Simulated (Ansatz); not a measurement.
# Static equation of state of (6,6) carbon nanotube bundle (120 atoms)

The cell holds 120 atoms: 120 C. Its edges and angles: a = 11.440 Å, b = 11.440 Å, c = 12.239 Å, α = 90.0°, β = 90.0°, γ = 120.0°. It derives from C (graphene). The starting structure: Graphene sheet (a = 2.46 Å) rolled into a (6,6) tube of diameter 8.14 Å, 5 periods, hexagonal bundle with 3.3 Å between walls; minimised with a classical potential (one cell length free).

Calculated with Ansatz 0.2.0: Kohn-Sham DFT, LDA, PAW (set soft_2), plane waves; cutoff 420 eV, k-mesh 2×2×1, gaussian smearing of 0.025 eV. Cell and atoms were relaxed first, to V0 = 11.559 Å³ an atom at a residual P0 = 0.006 GPa. The cell was then scaled evenly, and the atoms were relaxed at each volume.

```
volume (Å³/atom)  pressure (GPa)
          10.403               ?
          10.865           6.990
          11.212           4.042
          11.905          -2.717
          12.252          -5.064
```

**Question.** Fit the third-order Birch–Murnaghan equation to the rows given and extrapolate to the withheld row.

Worked fit:

Take the Eulerian strain f = ½[(V0/V)^(2/3) − 1] and the normalised pressure F = (P − P0) / [3f(1 + 2f)^(5/2)]. The third-order Birch–Murnaghan equation is then the line F = B0 + (3/2)B0(B′ − 4) f, so u = f and v = F.

```
      u = f  v = F (GPa)
  0.0210565      99.7131
  0.0102569      124.659
-0.00975652      97.7564
 -0.0190504      97.7676
```

With n = 4: mean u = 6.2661e-4, mean v = 104.974, Σ(u − ū)² = 0.0010051, Σ(u − ū)(v − v̄) = 0.29883. Slope b = 0.29883 / 0.0010051 = 297.31; intercept a = v̄ − b ū = 104.79.

So B0 = a = 105 GPa and B′ = 4 + 2b/(3a) = 5.89. At the withheld volume f = 0.03638, F = a + b f = 115.6 GPa, and P = P0 + 3f(1 + 2f)^(5/2) F.

Prediction at 10.403: 15.05 GPa. The run gave 13.18 GPa, so the fit is high by 1.9 GPa (14 % of the value).

The series isn't one smooth equation of state: even a line fitted to all rows, the withheld one included, misses F by up to 16.2 %. B0 and B′ are then only the numbers of this fit, not moduli of the material. Among the rows given, the largest miss of the fit is at 10.865, by 0.79 GPa (4.4 % of the range of the table).

Limits: Static cells at zero temperature; the cell shape is held. The program notes that the SCF threshold of these relaxations is loose for the stress.

[Logs are printed without paths, hosts, clocks, repeated set-up lines and the standing remarks that a program may print on its own settings, such as how far it seeks lower states.]

[Hosts, paths, dates, database ids (printed as entryN), source tags and the programs' standing remarks are cut or masked in the printed files.]
